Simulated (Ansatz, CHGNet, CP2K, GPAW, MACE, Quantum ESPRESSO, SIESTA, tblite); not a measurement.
# Random packing of Sn (61 atoms) in GPAW

How do the settings of GPAW change the result for random packing of Sn (61 atoms)? A plane-wave run serves as the yardstick.

Program: GPAW 26.7.0. Level of theory: the method is named at each step. Results are calculated unless marked as measured.

## (1) Starting point

The cell holds 61 atoms: 61 Sn. Cell: a = 11.914 Å, b = 11.914 Å, c = 11.914 Å, α = 90.0°, β = 90.0°, γ = 90.0°. 61 atoms (61 Sn) packed at random in a cube at 7.11 g/cm³ and pushed apart as soft spheres; a start for melting by ab initio MD, not an equilibrated structure. Then every atom was moved at random, 0.05 Å r.m.s. a Cartesian component.

The yardstick, on the same geometry:

| Quantity | Value |
| --- | --- |
| method | Kohn-Sham DFT, PBE, PAW, plane waves (Ansatz 0.2.0); cutoff 420 eV, Γ point, fermi-dirac smearing of 0.05 eV; PAW set soft_2 |
| r.m.s. force component | 1.178 eV/Å |
| longest force | 4.322 eV/Å |
| pressure | 15 GPa |
| SCF cycles | 10 |
| time | 16 s on 8 threads of Arm Neoverse V2, shared host |
| CPU time | 2 min |

## (2) PBE, LCAO dzp, h 0.2 Å

Method: Kohn-Sham DFT, PBE, PAW, atomic orbitals (dzp).

run.py reads:

```python
import numpy as np
from ase.io import read
from gpaw import GPAW, FermiDirac

atoms = read("structure.xyz")
atoms.calc = GPAW(
    mode="lcao",
    basis="dzp",
    h=0.2,
    xc="PBE",
    kpts={"size": (1, 1, 1), "gamma": True},
    occupations=FermiDirac(0.05),
    maxiter=200,
    symmetry={"point_group": False},
    txt="gpaw.txt",
)
energy = atoms.get_potential_energy(force_consistent=True)
forces = atoms.get_forces()
print(f"energy {energy:.6f} eV")
print("forces (eV/A)")
for i, (a, f) in enumerate(zip(atoms, forces)):
    print(f"{i:4d} {a.symbol:2s} {f[0]:10.5f} {f[1]:10.5f} {f[2]:10.5f}")
print(f"Fermi level {atoms.calc.get_fermi_level():.4f} eV")
for k in range(len(atoms.calc.get_ibz_k_points())):
    for s in range(atoms.calc.get_number_of_spins()):
        e = atoms.calc.get_eigenvalues(kpt=k, spin=s)
        n = np.searchsorted(e, atoms.calc.get_fermi_level())
        print(f"k {k} spin {s} levels about the Fermi level:", np.round(e[max(n - 6, 0):n], 4).tolist(), "|", np.round(e[n:n + 6], 4).tolist())
```

structure.xyz reads:

```xyz
61
Lattice="11.91370 0.00000 0.00000 0.00000 11.91370 0.00000 0.00000 0.00000 11.91370" Properties=species:S:1:pos:R:3 pbc="T T T"
Sn 11.62718 1.69329 0.02228
Sn 5.33079 0.03193 1.09844
Sn 9.60506 6.44186 11.35578
Sn 3.11174 4.12476 0.99658
Sn 7.43022 6.86646 8.98484
Sn 3.79904 6.30366 3.36419
Sn 4.73796 3.75865 6.31271
Sn 2.20070 0.67956 6.25171
Sn 8.68282 1.73928 11.17362
Sn 5.37641 1.70688 4.26153
Sn 2.60243 9.93412 3.20490
Sn 4.03410 10.00203 7.74426
Sn 4.07389 10.75819 10.42627
Sn 1.31968 8.15648 8.61944
Sn 1.02505 6.05943 0.68361
Sn 7.23948 0.42913 8.64601
Sn 6.14306 2.89896 11.07378
Sn 0.05540 0.04182 7.49419
Sn 10.57377 0.78321 9.67476
Sn 11.16504 4.76262 9.93555
Sn 5.70154 8.21664 7.27868
Sn 7.24055 4.20971 4.50600
Sn 8.14623 9.75804 5.05451
Sn 0.39005 2.98748 2.36832
Sn 3.65989 1.89690 11.40939
Sn 1.34458 3.42352 10.97812
Sn 11.10845 9.51035 3.33059
Sn 3.65250 6.63105 9.35762
Sn 2.45434 11.68198 1.14193
Sn 5.78112 5.51366 10.60891
Sn 4.88831 1.10273 6.98274
Sn 7.57854 0.73007 5.40953
Sn 9.84226 7.61405 1.90464
Sn 7.94382 2.05440 2.93256
Sn 2.40287 3.62915 8.43538
Sn 10.45308 9.48867 7.66313
Sn 4.86389 9.38597 5.01352
Sn 10.33716 0.30285 5.05308
Sn 0.41722 10.20182 10.22434
Sn 11.39069 4.66100 6.74530
Sn 3.33679 3.44544 3.81584
Sn 5.12372 6.48165 1.12906
Sn 7.55388 10.09055 0.16929
Sn 2.36856 5.93791 5.82306
Sn 2.12731 9.90982 5.83974
Sn 0.48179 6.59340 3.33059
Sn 0.32048 2.25562 5.06976
Sn 2.54679 8.19853 11.43513
Sn 9.38895 1.86473 7.28987
Sn 10.09412 3.40065 3.97227
Sn 8.76157 9.72456 9.73683
Sn 0.70934 8.64136 1.30121
Sn 0.12319 7.77250 5.73573
Sn 9.27315 6.44495 6.86646
Sn 6.71230 8.71904 2.25169
Sn 10.37540 5.03938 1.66994
[... 1 atom lines left out ...]
Sn 7.97086 7.10819 4.35648
Sn 7.45464 3.30951 8.40095
Sn 6.76936 4.33933 1.50553
Sn 11.80397 11.15170 1.34148
```

The run is started by

```console
> OMP_NUM_THREADS=1 python run.py > output.txt
```

The log of the run:

```text
energy -183.392088 eV
forces (eV/A)
   0 Sn   -1.06734   -0.96337    1.78230
   1 Sn    1.08602   -0.39609    0.76641
   2 Sn   -1.59702    1.24401   -1.91122
   3 Sn    0.80571    0.96811    1.61557
   4 Sn    1.54794    0.82982    0.06761
   5 Sn   -1.43189    0.84260    1.07799
   6 Sn    0.10568    0.57586    1.42458
   7 Sn    2.33626    1.23391   -0.74927
   8 Sn   -1.09491    0.26241    1.79896
   9 Sn   -1.32806   -0.70608   -2.15086
  10 Sn    0.63966   -0.41212   -0.40520
  11 Sn   -1.77575    2.25611    2.10116
  12 Sn    0.14670    0.38441    0.92900
  13 Sn    0.05177   -0.93876   -1.19244
  14 Sn    0.50734   -2.11291   -2.32134
  15 Sn   -0.53404   -1.60813    0.51022
  16 Sn    0.23391   -0.46989   -0.41233
  17 Sn   -0.87206   -1.26255    1.06309
  18 Sn    0.28704   -1.64339   -1.34636
  19 Sn   -0.34485    0.12542   -1.58468
  20 Sn    2.71957   -1.58550    2.16305
  21 Sn    0.10182    0.10467    0.92744
  22 Sn    0.35997    1.52392    0.54059
  23 Sn    2.09900   -0.42802   -1.07066
[...]
53 Sn   -0.21373    0.40861   -0.12357
  54 Sn   -0.83103   -0.20074    1.23101
  55 Sn   -0.98967   -2.59309    0.36294
  56 Sn   -1.18231   -0.32077   -0.29009
  57 Sn    1.55354   -0.81908   -0.87376
  58 Sn   -1.14119    2.24150    0.49685
  59 Sn    1.31140   -0.24075    0.70142
  60 Sn   -2.42904    2.32536   -1.07380
Fermi level 7.0509 eV
k 0 spin 0 levels about the Fermi level: [6.719, 6.7682, 6.8292, 6.8651, 6.991, 7.0281] | [7.0873, 7.1178, 7.1652, 7.2321, 7.3191, 7.3356]
```

gpaw.txt:

```text
Input parameters:
  mode=LCAO(),
  basis={'default': 'dzp'},
  h=0.2,
  kpts=MonkhorstPack(size=(1, 1, 1), gamma=True),
  maxiter=200,
  occupations=Occupations(name='fermi-dirac', width=0.05, fixmagmom=False),
  symmetry=Symmetry(point_group=False),
  xc=XC(name='PBE')
Unit cell  # Å
| periodic |         x |         y |         z |   lengths |    angles |
|----------|-----------|-----------|-----------|-----------|-----------|
|      yes | 11.913700 |  0.000000 |  0.000000 | 11.913700 | 90.000000 |
|      yes |  0.000000 | 11.913700 |  0.000000 | 11.913700 | 90.000000 |
|      yes |  0.000000 |  0.000000 | 11.913700 | 11.913700 | 90.000000 |
Number of symmetries: 1
Symmetry operations  # r_c * U_cc + t_c -> r_c
|   | kind |            matrix            |
|---|------|------------------------------|
| 0 |  E   |  1, 0, 0,  0, 1, 0,  0, 0, 1 |
BZ-sampling:
  Number of BZ points: 1
  Number of IBZ points: 1
  Monkhorst-Pack size: [1, 1, 1]
  Monkhorst-Pack shift: [0, 0, 0]
[... lines left out ...]
  Fermi-Dirac:
[... lines left out ...]
FastPoissonSolver using
    Stencil: 6*3+1=19 point O(h^6) finite-difference Laplacian
xc functional:
  name: PBE with 2 nearest neighbor stencil
interpolation: tri-quintic # 5. degree polynomial
Initialization done in: 9.466 s
convergence criteria:
- Maximum [total energy] change in last 3 cyles: 0.0005 eV / valence electron
- Maximum integral of absolute [dens]ity change: 0.0001 electrons / valence electron
- Maximum integral of absolute [eigenst]ate change: 4e-08 eV^2 / valence electron
maximum number of iterations: 200
SCF iterations
|iter     |      energy | eigst |  dens |
|---------|-------------|-------|-------|
|iter:   1| -186.760215 |      c|       |
|iter:   2| -186.205430 |      c| -1.58 |
|iter:   3| -196.315412 |      c| -1.61 |
|iter:   4| -198.327996 |      c| -1.52 |
|iter:   5| -183.612756 |      c| -1.47 |
|iter:   6| -183.586821 |      c| -2.19 |
|iter:   7| -183.283131c|      c| -2.24 |
|iter:   8| -183.343646c|      c| -2.55 |
|iter:   9| -183.309113c|      c| -2.52 |
[...]
|iter:  14| -183.239269c|      c| -3.95 |
|iter:  15| -183.239069c|      c| -3.92 |
|iter:  16| -183.239051c|      c| -4.24c|
Converged in 16 steps
SCF loop duration: 218.716 s (13.670 s/step)
Energy contributions relative to reference atoms: (reference = -10248652.291733)
Energy contributions:
  Kinetic:         955.044350
  Coulomb:        -809.207957
  Zero:              2.970729
  External:          0.000000
  Xc:             -331.893137
  Entropy:          -0.306074
  Spinorbit:         0.000000
  ----------------------------
  Free energy:    -183.392088
  Extrapolated:   -183.239051
dipole moment: (-79.632828, -126.390203, -22.215346)  # |e|*Ang
Fermi level: 7.051
Eigenvalues  # (at kpt = [0.000, 0.000, 0.000])
| band index |      eig [eV] | occ [0-2] |
|------------|---------------|-----------|
|          0 |       -15.381 |     2.000 |
|        ... |               |           |
|        419 |         6.624 |     2.000 |
|        420 |         6.675 |     1.999 |
[...]
|        434 |         7.442 |     0.001 |
|        ... |               |           |
|        516 |        12.558 |     0.000 |
Gap: 0.059 eV
Transition (v -> c):
  (s=0, k=0, n=426, [0.00, 0.00, 0.00]) -> (s=0, k=0, n=427, [0.00, 0.00, 0.00])
No difference between direct/indirect transitions
Force computation time: 30.779  # s
timing:  # [seconds]
  Total:  258.983  # ━━━━━━━━━━━━━━━━━━━━━━━━━━━━━━━━━━━━━━━━━━━━━━━━━━━━━━━━
  Init:     9.466  # ━━
  SCF:    218.716  # ━━━━━━━━━━━━━━━━━━━━━━━━━━━━━━━━━━━━━━━━━━━━━━━╸
  Forces:  30.779  # ━━━━━━╸
```

Run time: 4.3 min. Hardware: 1 thread of Arm Neoverse V2, shared host; peak memory 1.9 GiB.

Banners, paths, timers and routine set-up lines are dropped from the logs unmarked, and long logs keep their key lines alone; longer cuts are marked.

Compared with the plane-wave run:

- r.m.s. force component: 1.249 eV/Å
- r.m.s. difference of force components: 73.62 meV/Å
- longest difference of force vectors: 278.4 meV/Å
- force difference over r.m.s. force: 6.25 %
- slope of forces against the reference's: 1.06
- correlation of force components: 0.9999

The surroundings of Sn22, picked at random, nearest first, numbered as they follow in the input and with coordinates relative to it.

| atom | x | y | z | distance (Å) | bonds | Fx | Fy | Fz (eV/Å) |
| --- | --- | --- | --- | --- | --- | --- | --- | --- |
| Sn22 | 0.00 | 0.00 | 0.00 | 0.00 | 5 | 0.10 | 0.10 | 0.93 |
| Sn34 | 0.70 | -2.16 | -1.57 | 2.76 | 5 | 0.43 | -2.19 | -2.82 |
| Sn57 | -1.56 | 2.07 | 1.03 | 2.79 | 5 | -1.18 | -0.32 | -0.29 |
| Sn58 | 0.73 | 2.90 | -0.15 | 2.99 | 5 | 1.55 | -0.82 | -0.87 |
| Sn50 | 2.85 | -0.81 | -0.53 | 3.01 | 5 | -1.40 | 1.76 | 0.95 |
| Sn60 | -0.47 | 0.13 | -3.00 | 3.04 | 4 | 1.31 | -0.24 | 0.70 |
| Sn7 | -2.50 | -0.45 | 1.81 | 3.12 | 4 | 0.11 | 0.58 | 1.42 |
| Sn10 | -1.86 | -2.50 | -0.24 | 3.13 | 5 | -1.33 | -0.71 | -2.15 |
| Sn32 | 0.34 | -3.48 | 0.90 | 3.61 | 5 | 0.34 | -2.13 | 1.09 |

Atoms are counted from 1 here, from 0 in the log.

Forces lie 6.3 % from the reference's, at 2.1 times its CPU time (on 1 against 8 cores).

## (3) PBE, LCAO sz(dzp), h 0.2 Å

Method: Kohn-Sham DFT, PBE, PAW, atomic orbitals (sz(dzp)).

Edit run.py of step 2 so:

```diff
@@ -7,3 +7,3 @@
     mode="lcao",
-    basis="dzp",
+    basis="sz(dzp)",
     h=0.2,
```

structure.xyz is that of step 2.

The log of the run:

```text
energy -129.387927 eV
forces (eV/A)
   0 Sn   -1.09615   -1.04270    2.12368
   1 Sn    1.49022   -0.35502    1.20957
   2 Sn   -2.04694    1.42050   -2.39424
   3 Sn    0.74971    1.11602    1.79830
   4 Sn    1.79146    0.92181    0.18144
   5 Sn   -1.51737    1.17890    1.13359
   6 Sn    0.09804    0.91085    2.12849
   7 Sn    2.59572    1.47557   -0.76258
   8 Sn   -1.23020    0.29524    2.41855
   9 Sn   -1.78897   -1.15626   -2.81318
  10 Sn    1.01256   -0.57612   -0.32650
  11 Sn   -1.84367    2.53590    2.73804
[...]
56 Sn   -1.31839   -0.41000   -0.28723
  57 Sn    1.89930   -1.02753   -0.90468
  58 Sn   -1.20980    2.96311    0.30882
  59 Sn    1.68969   -0.31381    0.97944
  60 Sn   -2.88823    2.81503   -1.39031
Fermi level 7.3179 eV
k 0 spin 0 levels about the Fermi level: [6.9404, 7.0133, 7.072, 7.1152, 7.2666, 7.2798] | [7.3572, 7.3875, 7.4442, 7.5138, 7.6194, 7.6655]
```

gpaw.txt:

```text
Input parameters:
  mode=LCAO(),
  basis={'default': 'sz(dzp)'},
  h=0.2,
  kpts=MonkhorstPack(size=(1, 1, 1), gamma=True),
  maxiter=200,
  occupations=Occupations(name='fermi-dirac', width=0.05, fixmagmom=False),
  symmetry=Symmetry(point_group=False),
  xc=XC(name='PBE')
[... lines left out ...]
  Fermi-Dirac:
[... lines left out ...]
convergence criteria:
- Maximum [total energy] change in last 3 cyles: 0.0005 eV / valence electron
[... lines left out ...]
Converged in 14 steps
[... lines left out ...]
  Free energy:    -129.387927
[... lines left out ...]
Fermi level: 7.318
[... lines left out ...]
|          0 |       -14.711 |     2.000 |
|        ... |               |           |
|        419 |         6.854 |     2.000 |
|        420 |         6.920 |     1.999 |
[...]
|        434 |         7.771 |     0.000 |
|        ... |               |           |
|        516 |        13.830 |     0.000 |
Gap: 0.077 eV
Transition (v -> c):
  (s=0, k=0, n=426, [0.00, 0.00, 0.00]) -> (s=0, k=0, n=427, [0.00, 0.00, 0.00])
No difference between direct/indirect transitions
Force computation time: 6.818  # s
timing:  # [seconds]
  Total:  67.080  # ━━━━━━━━━━━━━━━━━━━━━━━━━━━━━━━━━━━━━━━━━━━━━━━━━━━━━━━━━
  Init:    7.567  # ━━━━━━╸
  SCF:    52.673  # ━━━━━━━━━━━━━━━━━━━━━━━━━━━━━━━━━━━━━━━━━━━━━
  Forces:  6.819  # ━━━━━━
```

Run time: 68 s. Hardware: 1 thread; peak memory 1.5 GiB.

Numbers from this run, and their distance from the reference:

- r.m.s. force component: 1.517 eV/Å
- r.m.s. difference of force components: 374.9 meV/Å
- longest difference of force vectors: 1326 meV/Å
- force difference over r.m.s. force: 31.82 %
- slope of forces against the reference's: 1.278
- correlation of force components: 0.9928

This is a coarse setting, run to see what it loses.

Against the first run (6.3 %), the force difference from the reference is 32 %, at 0.26 times the CPU time, with 549 basis functions against 1403: the smaller basis costs accuracy.

(Part 1 of 2 ends here.)

[Also dropped from logs without a mark: logging warnings of Python, and SIESTA's first energy breakdown and zero terms.]

[Logs are printed without paths, hosts, clocks, repeated set-up lines and the standing remarks that a program may print on its own settings, such as how far it seeks lower states.]

[Hosts, paths, dates, database ids (printed as entryN), source tags and the programs' standing remarks are cut or masked in the printed files.]
